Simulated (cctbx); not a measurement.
# Which space group?

Cell: a = 4.4590 Å, b = 7.7580 Å, c = 9.3310 Å, α = 90.00°, β = 90.00°, γ = 90.00°. Expected content of the cell: In2 Cr2 Cl6 F4.

The data are simulated with cctbx, not measured: Cu Kα, λ = 1.54184 Å, to d = 0.8 Å, 95 % of the full sphere, strongest reflection 40000 counts, noise from counting, a 6 % proportional error and a noise floor of 2 counts (s.d.); no absorption, some extinction.

A first pass over the reflections prints:

```text
2525 reflections to d = 0.800 A
centring   violations  <I/sigma> of those
    A        611 of  1243      7.3
    B        583 of  1250      6.6
    C        594 of  1263      6.4
    I          0 of  1280      0.0
    R        794 of  1676      7.0
    F        894 of  1878      6.8
Laue class    unique    Rint  (classes that these axes allow; Friedel mates merged)
I 1 2/m 1         355   0.044
I 1 1 2/m         350   0.044
I 2/m 1 1         372   0.044
I m m m           212   0.046
space group    extra absences  I>4sigma  <I/sigma>
I 2 2 2                 0          0         -  acentric
I 21 21 21              0          0         -  acentric
I m m 2                 0          0         -  acentric
I 2 m m                 0          0         -  acentric
I m 2 m                 0          0         -  acentric
I m m m                 0          0         -  centric
Wilson B = 0.53 A^2   <|E^2-1|> = 0.647 (0.968 centric, 0.736 acentric)   E^2>4: 0.0 %
shell (A)         n   <I/sigma>
 5.97 - 1.59     32     29.4
 1.59 - 1.27     28     29.8
 1.27 - 1.11     27     33.0
 1.11 - 1.01     27     31.1
 1.01 - 0.94     24     30.4
 0.94 - 0.88     27     32.9
 0.88 - 0.84     24     31.6
 0.84 - 0.80     23     31.6
```

Q: Read the symmetry from these tables.

The reflections that I centring forbids are absent (⟨I/σ⟩ near 0), so the lattice is I.

Rint stays low (0.044 to 0.046) up to I m m m, the highest class in these axes.

6 settings pass the absence test. No glide or screw absences show, which leaves I 2 2 2, I 21 21 21, I m m 2, I 2 m m, I m 2 m and I m m m.

⟨|E²−1|⟩ = 0.647 leans to a non-centrosymmetric structure, or to twinning, which lowers it. Here that hint misleads: the statistic assumes many like atoms on general positions, and few, heavy or special-position atoms break it. The Wilson B of 0.53 Å² means U ≈ 0.0067 Å².

The true group is Immm (no. 71), Laue class mmm, centrosymmetric. The tables only narrow the choice to the tied entries; cell content, site symmetry and trial solutions must settle it.

This is a model crystal, built by substitution and not relaxed, with assumed displacement parameters.

[Logs are printed without paths, hosts, clocks, repeated set-up lines and the standing remarks that a program may print on its own settings, such as how far it seeks lower states.]
